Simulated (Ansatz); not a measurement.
# Decaying states in the gap of Ba2LaNbS6, part 2 of 2

A new crystal, Ba2LaNbS6: structure, gap and complex bands. It is built by putting S for O in the Ba2LaNbO6 structure of space group C2/m, with the volume rescaled by atomic radii. The parent structure comes from the Materials Project.

Ansatz 0.2.0; PBE DFT, plane waves, PAW files (the session's first sound run).

So far, gap on the k-mesh (eV): step 3 (the bulk crystal and its band edges) 0.798.

The structure was built from a prototype and need not be the compound's stable phase.

### 4. Decaying states in the gap

This step: PBE DFT, plane waves, PAW files; complex bands by layer matching along the plane's normal (Ansatz 0.2.0).

The same crystal is laid in a cell whose first two vectors span the (001) plane (indices of the standard conventional cell, whose axes can be ordered otherwise than in the bulk input). At fixed energy and wavevector in the plane the solver finds all kz, real and complex. A few wavevectors are listed, (0, 0) and (-0.5, -0.5) in units of the plane's reciprocal vectors; the slowest state needn't be among them.

input.yaml reads:

```yaml
crystal:
  lattice:
    - [7.171449769, 0.0, 0.0]
    - [3.541170832, 6.236168771, 0.0]
    - [3.554817507, -2.105360584, 6.118308742]
  atoms:
    - { symbol: Ba, position: [0.9845556359, 0.756236374, 0.7716807381] }
    - { symbol: Ba, position: [0.0154443641, 0.243763626, 0.2283192619] }
    - { symbol: La, position: [0.5, 0.0, 0.5] }
    - { symbol: Nb, position: [0.5, 0.5, 0.0] }
    - { symbol: S, position: [0.5894919977, 0.2705317878, 0.6810397901] }
    - { symbol: S, position: [0.4105080023, 0.7294682122, 0.3189602099] }
    - { symbol: S, position: [0.9680232993, 0.3135249978, 0.821846137] }
    - { symbol: S, position: [0.5083211392, 0.2101305637, 0.178153863] }
    - { symbol: S, position: [0.0319767007, 0.6864750022, 0.178153863] }
    - { symbol: S, position: [0.4916788608, 0.7898694363, 0.821846137] }
kpoints:
  mp_grid: { grid: [6, 6, 6] }
scf:
  occupations: { method: fixed }
hamiltonian:
  xc: pbe
output:
  eigenvalues: true
  transmission:
    leads: [[0, 0]]
    kpoints: [[0.0, 0.0], [-0.5, -0.5]]
    e_range: [-1.0, 1.8]
    de: 0.06
```

Started as:

```bash
> ansatz run input.yaml --threads 2 --pin off --max-ram 4096MiB --backend cpu --events-out ev --progress --plain --runs-dir out
```

Numbers of over 12 decimals in the logs are rounded to 6 here.

The program printed:

```text
[...]
Crystal: 10 atoms, lattice volume = 273.625 Å³
Basis set: ecut = 420 eV, 5317 PW (Γ)
Bands: 50, of which v1, the nominal top of the filled ones, is band 40 counted from 1 (39 counted from 0)
Symmetry: 4 space group operations
[...]
k-points: 68 of 216
[...]
SCF iter   1: F=—  HF=-28130.777225 eV  |F-HF|=—  |Δ(HF+E_count)|=         —  Δρ=1.99e-3  dr2=1.57e-2  ethr=1.77e-3  ⟨swp⟩=5.1  Hψ=11329  notcnv=0  defer=492
[...]
SCF iter   7: F=-28130.780546 eV  HF=-28130.780546 eV  |F-HF|=3.08e-8  |Δ(HF+E_count)|=   6.28e-7  Δρ=3.98e-6  dr2=7.86e-8  ethr=1.25e-10  ⟨swp⟩=12.8  Hψ=18175  notcnv=0
SCF 1 converged in 7 iterations: F = -28130.780546 eV  dr2 = 7.86e-8
[...]
transmission: 9 of 18 steps passed
transmission: 18 of 18 steps passed
SCF converged after 7 iterations
Free energy (F): -28130.780546 eV
[...]
Internal energy: -28130.780546 eV  (E = F + TS)
E sigma→0 (E₀):  -28130.780546 eV
Fermi energy:    6.746247 eV
[...]
--- Band table (eV; the first three rows and the last of 68) ---
  k-point 0: bands = [... 36 lower, 6.3941, 6.4957, 6.6023, 6.6477, 7.6476, 7.7664, 7.8626, 9.5149, ... 6 higher]
  k-point 1: bands = [... 36 lower, 6.4122, 6.4903, 6.5310, 6.5552, 7.7684, 7.8725, 8.0096, 9.6904, ... 6 higher]
  k-point 2: bands = [... 36 lower, 6.3236, 6.4554, 6.5628, 6.6455, 7.9962, 8.0551, 8.2468, 10.0275, ... 6 higher]
  k-point 67: bands = [... 36 lower, 5.9550, 6.1996, 6.3999, 6.7462, 7.5469, 8.4027, 8.6321, 10.0315, ... 6 higher]
--- Transmission ---
  basis      : 385 plane waves across, 9 finite elements along
  points     : 2, as listed
  energies   : 47 from -1.000000 to 1.760000 eV about the Fermi level, 0.060000 eV apart; the leads are filled to 0.400314 eV, and channels, transmission and decay are at 0.380000 eV
  crystal 0  : S6Ba2Nb1La1, at the sites [0, 0], period 6.1183 Å: whole cells are its period
    offset         : up to 0.0000 Å between an atom of the period and one for which it stands
    channels       : 0.000000e0 a spin
    conductance    : none, the energies end too early or step too widely for 300 K: set another output.transmission.e_range or a lower de, or, where they end at an eighth of basis.ecutwfc, a higher one
    slowest decay  : 0.1920 /Å at (0.0000, 0.0000)
```

The job ended after 2.5 min (2 threads of Arm Neoverse V2, shared host; peak memory 1.6 GiB).

Numbers from this step:

| Property | Result |
| --- | --- |
| free energy | -28130.7805 eV |
| Fermi energy | 6.746 eV |
| gap on the k-mesh | 0.8006 eV |
| level to which the leads are filled | 0.4003 eV from the Fermi level |
| decay constant at the filling level, zone centre | 0.1920 Å⁻¹ |
| decay constant at the filling level, slowest listed point | 0.192 Å⁻¹ |

K parallel (0, 0); values up to 1.5 1/Å, a degenerate pair printed once or twice; energies at which all values exceed this have no row. Table of Im kz of the slowest decaying states by energy, zero at the highest filled level on the SCF mesh:

```tsv
energy (eV)	decay 1 (Å⁻¹)	decay 2 (Å⁻¹)	decay 3 (Å⁻¹)	decay 4 (Å⁻¹)
-1.00	0.113	0.319	0.328	0.404
-0.82	0.135	0.243	0.359	0.381
-0.58	0.0344	0.100	0.162	0.274
-0.40	0.0176	0.0576	0.184	0.364
-0.22	0.0207	0.0562	0.0575	0.120
-0.04	0.0928	0.122	0.168	0.196
0.02	0.125	0.142	0.216	0.242
0.20	0.174	0.176	0.253	0.305
0.38	0.192	0.196	0.261	0.324
0.56	0.195	0.203	0.238	0.337
0.80	0.140	0.177	0.185	0.339
0.98	0.0905	0.138	0.339	0.354
1.16	0.337	0.360	0.393	0.426
1.34	0.331	0.366	0.385	0.432
1.58	0.202	0.221	0.318	0.371
1.76	0.223	0.263	0.284	0.305
```

K parallel (0, 0). Re kz of states that move upwards against energy, zero at the highest filled level on the SCF mesh:

```tsv
energy (eV)	channel 1 (Å⁻¹)	channel 2 (Å⁻¹)	channel 3 (Å⁻¹)	channel 4 (Å⁻¹)	channel 5 (Å⁻¹)
-1.00	-0.286	-0.156	-	-	-
-0.88	-0.250	-0.102	-	-	-
-0.76	-0.213	-0.0361	-	-	-
-0.64	-0.326	-0.173	0.384	-	-
-0.58	-0.486	-0.150	-	-	-
-0.46	-0.424	-0.281	-0.0835	0.0642	0.0961
-0.34	-0.218	0.159	-	-	-
-0.22	-	-	-	-	-
-0.10	-0.0154	0.344	-	-	-
0.02	-	-	-	-	-
0.08	-	-	-	-	-
0.20	-	-	-	-	-
0.32	-	-	-	-	-
0.44	-	-	-	-	-
0.56	-	-	-	-	-
0.68	-	-	-	-	-
0.74	-	-	-	-	-
0.86	-	-	-	-	-
0.98	0.135	-	-	-	-
1.10	0.145	0.229	-	-	-
1.22	0.140	0.258	0.318	-	-
1.34	0.223	0.377	0.446	-	-
1.40	0.264	0.488	-	-	-
1.52	0.361	-	-	-	-
1.64	-	-	-	-	-
1.76	-	-	-	-	-
```

K parallel (-0.5, -0.5); values up to 1.5 1/Å, a degenerate pair printed once or twice; energies at which all values exceed this have no row. Im kz of the slowest decaying states against energy, zero at the highest filled level on the SCF mesh:

```tsv
energy (eV)	decay 1 (Å⁻¹)	decay 2 (Å⁻¹)	decay 3 (Å⁻¹)	decay 4 (Å⁻¹)
-1.00	0.0264	0.0336	0.0818	0.268
-0.88	0.0963	0.238	0.484	0.613
-0.70	0.0622	0.0822	0.123	0.165
-0.58	0.0494	0.108	0.170	0.493
-0.46	0.0144	0.0798	0.113	0.124
-0.28	0.0575	0.108	0.122	0.149
-0.16	0.156	0.159	0.176	0.198
-0.04	0.168	0.200	0.212	0.213
0.02	0.133	0.215	0.218	0.226
0.08	0.188	0.222	0.228	0.239
0.26	0.223	0.256	0.267	0.268
0.38	0.214	0.269	0.282	0.289
0.50	0.195	0.278	0.293	0.293
0.68	0.137	0.287	0.295	0.304
0.80	0.0100	0.290	0.294	0.308
0.92	0.290	0.290	0.310	0.375
1.04	0.251	0.285	0.287	0.322
1.22	0.210	0.235	0.270	0.340
1.34	0.161	0.173	0.253	0.332
1.46	0.114	0.180	0.226	0.321
1.64	0.0930	0.127	0.298	0.356
1.76	0.171	0.197	0.273	0.357
```

K parallel (-0.5, -0.5). Table of Re kz of states that move upwards by energy, zero at the highest filled level on the SCF mesh:

```tsv
energy (eV)	channel 1 (Å⁻¹)	channel 2 (Å⁻¹)	channel 3 (Å⁻¹)	channel 4 (Å⁻¹)
-1.00	-0.0352	-	-	-
-0.82	-0.431	-0.255	-0.0505	0.0667
-0.58	-0.434	-0.157	0.0306	0.0646
-0.40	-0.461	-0.0505	0.0109	-
-0.22	0.308	-	-	-
-0.04	-0.510	-	-	-
0.02	-	-	-	-
0.20	-	-	-	-
0.38	-	-	-	-
0.56	-	-	-	-
0.80	-	-	-	-
0.98	-0.149	-	-	-
1.16	-0.0254	-	-	-
1.34	-	-	-	-
1.58	0.262	-	-	-
1.76	0.420	-	-	-
```

At the listed wavevectors the last open channel is at -0.04 eV and the next at +0.86 eV on the grid. At +0.38 eV, the grid energy nearest the filling level (the middle of the gap on the SCF mesh), the slowest state at the listed wavevectors decays with κ = 0.192 Å⁻¹, its amplitude falling by e over 5.2 Å. Through 1 nm of this crystal that state's transmission falls by exp(−2 × 0.192 Å⁻¹ × 10 Å) = 0.021.

### 5. Band edges at another level, cutoff 1496.63 eV

This step: PBE DFT, plane waves, norm-conserving files (Ansatz 0.2.0).

The edges again with norm-conserving files, at the same atoms. Against that run the cutoff is 1497 eV against 420.

input.yaml reads:

```yaml
crystal:
  lattice:
    - [6.1977695486, -3.6079331376, -0.0127628988]
    - [6.1977695486, 3.6079331376, -0.0127628988]
    - [-4.1721944038, 0.0, 6.1269134018]
  atoms:
    - { symbol: Ba, position: [0.756236374, 0.756236374, 0.7716807381] }
    - { symbol: Ba, position: [0.243763626, 0.243763626, 0.2283192619] }
    - { symbol: La, position: [0.0, 0.0, 0.5] }
    - { symbol: Nb, position: [0.5, 0.5, 0.0] }
    - { symbol: S, position: [0.2705317878, 0.2705317878, 0.6810397901] }
    - { symbol: S, position: [0.7294682122, 0.7294682122, 0.3189602099] }
    - { symbol: S, position: [0.7898694363, 0.3135249978, 0.821846137] }
    - { symbol: S, position: [0.6864750022, 0.2101305637, 0.178153863] }
    - { symbol: S, position: [0.2101305637, 0.6864750022, 0.178153863] }
    - { symbol: S, position: [0.3135249978, 0.7898694363, 0.821846137] }
kpoints:
  mp_grid: { grid: [4, 4, 4] }
  band_path: { path: [VBM, CBM], npoints: 30 }
scf:
  occupations: { method: fixed }
hamiltonian:
  xc: pbe
  pseudopotentials: { kind: nc }
output:
  eigenvalues: true
```

The program printed:

```text
[...]
Crystal: 10 atoms, lattice volume = 273.625 Å³
Basis set: ecut = 1496.626244 eV, 36021 PW (Γ)
Bands: 50, of which v1, the nominal top of the filled ones, is band 40 counted from 1 (39 counted from 0)
Symmetry: 4 space group operations
[...]
k-points: 24 of 64
[...]
SCF iter   1: F=—  HF=-6103.301835 eV  |F-HF|=—  |Δ(HF+E_count)|=         —  Δρ=5.80e-2  dr2=3.39e1  ethr=3.10e-3  ⟨swp⟩=13.1  Hψ=9609  notcnv=0  defer=214
[...]
SCF iter  11: F=-6097.499154 eV  HF=-6097.499154 eV  |F-HF|=3.78e-9  |Δ(HF+E_count)|=   1.96e-7  Δρ=2.48e-6  dr2=2.45e-8  ethr=1.25e-10  ⟨swp⟩=50.5  Hψ=15909  notcnv=0
the search or the solves at the SCF's close seem to have found levels that the self-consistency loop had missed (the run counts 1). By its estimate they hold under 1e-12 electrons; where the run keeps them, the occupations were computed again with them
SCF 1 converged in 11 iterations: F = -6097.499154 eV  dr2 = 2.45e-8
[...]
SCF converged after 11 iterations
Free energy (F): -6097.499154 eV
[...]
Internal energy: -6097.499154 eV  (E = F + TS)
E sigma→0 (E₀):  -6097.499154 eV
Fermi energy:    6.817161 eV
[...]
--- Band table (eV; the first three rows and the last of 24) ---
  k-point 0: bands = [... 36 lower, 6.4646, 6.5670, 6.6725, 6.7173, 7.7187, 7.8373, 7.9333, 9.5880, ... 6 higher]
  k-point 1: bands = [... 36 lower, 6.4526, 6.5337, 6.6315, 6.6559, 7.9549, 8.0352, 8.2059, 9.9297, ... 6 higher]
  k-point 2: bands = [... 36 lower, 6.3434, 6.5534, 6.6070, 6.7561, 8.1740, 8.2178, 8.4123, 10.1926, ... 6 higher]
  k-point 23: bands = [... 36 lower, 6.3705, 6.4227, 6.4283, 6.5885, 8.0959, 8.3516, 8.4783, 10.1558, ... 6 higher]
```

It took 8.2 min on 2 threads; peak memory 2.4 GiB.

This step gave:

```yaml
free_energy: -6097.4992 eV
fermi_energy: 6.817 eV
gap_on_the_k_mesh: 0.8005 eV
gap_on_path: 0.8005 eV, by band count; negative where bands overlap
direct_gap_on_path: 0.8005 eV
```

Levels at VBM (eV): -3.73, -3.42, -3.38, -3.30, -2.48, -2.43, -2.22, -2.21, -1.97, -1.54, -1.27, -1.06, -1.05, -0.95, -0.79, -0.55, -0.35, 0.00, 0.80, 1.66, 1.88, 3.29, 3.45, 3.56, 3.56, 3.59, 3.61, 3.66.

The searched edges give 0.800 eV, as on the mesh.

### 6. Complex bands at another level

This step: PBE DFT, plane waves, norm-conserving files; complex bands by layer matching along the plane's normal (Ansatz 0.2.0).

The complex bands at that level, over its own gap, at (0, 0) and (-0.5, -0.5).

input.yaml reads:

```yaml
crystal:
  lattice:
    - [7.171449769, 0.0, 0.0]
    - [3.541170832, 6.236168771, 0.0]
    - [3.554817507, -2.105360584, 6.118308742]
  atoms:
    - { symbol: Ba, position: [0.9845556359, 0.756236374, 0.7716807381] }
    - { symbol: Ba, position: [0.0154443641, 0.243763626, 0.2283192619] }
    - { symbol: La, position: [0.5, 0.0, 0.5] }
    - { symbol: Nb, position: [0.5, 0.5, 0.0] }
    - { symbol: S, position: [0.5894919977, 0.2705317878, 0.6810397901] }
    - { symbol: S, position: [0.4105080023, 0.7294682122, 0.3189602099] }
    - { symbol: S, position: [0.9680232993, 0.3135249978, 0.821846137] }
    - { symbol: S, position: [0.5083211392, 0.2101305637, 0.178153863] }
    - { symbol: S, position: [0.0319767007, 0.6864750022, 0.178153863] }
    - { symbol: S, position: [0.4916788608, 0.7898694363, 0.821846137] }
kpoints:
  mp_grid: { grid: [6, 6, 6] }
scf:
  occupations: { method: fixed }
hamiltonian:
  xc: pbe
  pseudopotentials: { kind: nc }
output:
  eigenvalues: true
  transmission:
    leads: [[0, 0]]
    kpoints: [[0.0, 0.0], [-0.5, -0.5]]
    e_range: [-1.0, 1.8]
    de: 0.06
```

The program printed:

```text
Engine: ansatz 0.2.0, aarch64-unknown-linux-gnu
Pseudopotentials: kind: nc
Pseudopotential: Ba, nc, valence charge 10, recommended cutoff 770 eV (normal), Ba.nc.azcp
Pseudopotential: La, nc, valence charge 11, recommended cutoff 1496.626244 eV (normal), La.nc.azcp
Pseudopotential: Nb, nc, valence charge 13, recommended cutoff 1115.666836 eV (normal), Nb.nc.azcp
Pseudopotential: S, nc, valence charge 6, recommended cutoff 770 eV (normal), S.nc.azcp (PseudoDojo's, or run here from an input of PseudoDojo's: the run reads no file of this project's for it)
Functional definition: PBE
  parameter kappa = 0.804
  parameter beta = 0.066725
  exchange = pbe_x(kappa = kappa, mu = beta*pi^2/3)
  correlation = pbe_c(beta = beta)
Error: memory limit exceeded: the `transmission` phase of `transmission` needs 19.37 GiB against the run's memory maximum of 4.00 GiB; largest carriers: transmission 18.83 GiB, unmodelled-tail allowance 0.30 GiB, source scf tables 0.23 GiB, source scf state 0.01 GiB; the layers of output.transmission grow with the square of the cell's cross-section: a lower cutoff or a narrower output.transmission.e_range takes less, and so, most of all in a narrow cell, does a wider de; where no e_range is typed, a fill by count is planned with a gap of 40 thermal energies
with nothing else changed it takes a maximum of at least 19.38 GiB, with nothing to spare, and 21.32 GiB leaves up to a tenth: --max-ram 21.32GiB where that set the maximum, else more of the term that did, and with no share typed, where 21.32 GiB is over 0.88 of the host's memory or its container's limit, a share of 0.88 or more that holds the maximum too (--max-ram-frac F), where one does; The budget is ten eleventh [...]
`transmission` follows the SCF: where the deck gives it k-points, a mesh or a band count of its own, those are what to reduce (not on a resume, whose deck is fixed)
```

Run time: 0.73 s. Hardware: 2 threads; peak memory 0.38 GiB.

The input was rejected at the start.

The program's message: “Error: memory limit exceeded: the `transmission` phase of `transmission` needs 19.37 GiB against the run's memory maximum of 4.00 GiB; largest carriers: transmission 18.83 GiB, unmodelled-tail allowan …”

### 7. What came out

| Quantity | Value |
| --- | --- |
| band gap | 0.798 eV |
| least decay constant at mid-gap, normal to (001) | 0.192 Å⁻¹ |

What this shows: With PBE, the slowest decay at the wavevectors tried is κ = 0.192 Å⁻¹, normal to (001). Through such a film the transmission near mid-gap falls as exp(−2κd), a factor of ten every 6.0 Å. A free electron under a barrier of half the gap would need a mass of 0.35 mₑ to decay at this rate. The compound is made up by substitution; its stability against other phases and against distortions of the cell's symmetry was not tested. A semilocal functional narrows gaps, so real decay constants are likely larger.

[Logs are printed without paths, hosts, clocks, repeated set-up lines and the standing remarks that a program may print on its own settings, such as how far it seeks lower states.]

[Hosts, paths, dates, database ids (printed as entryN), source tags and the programs' standing remarks are cut or masked in the printed files.]
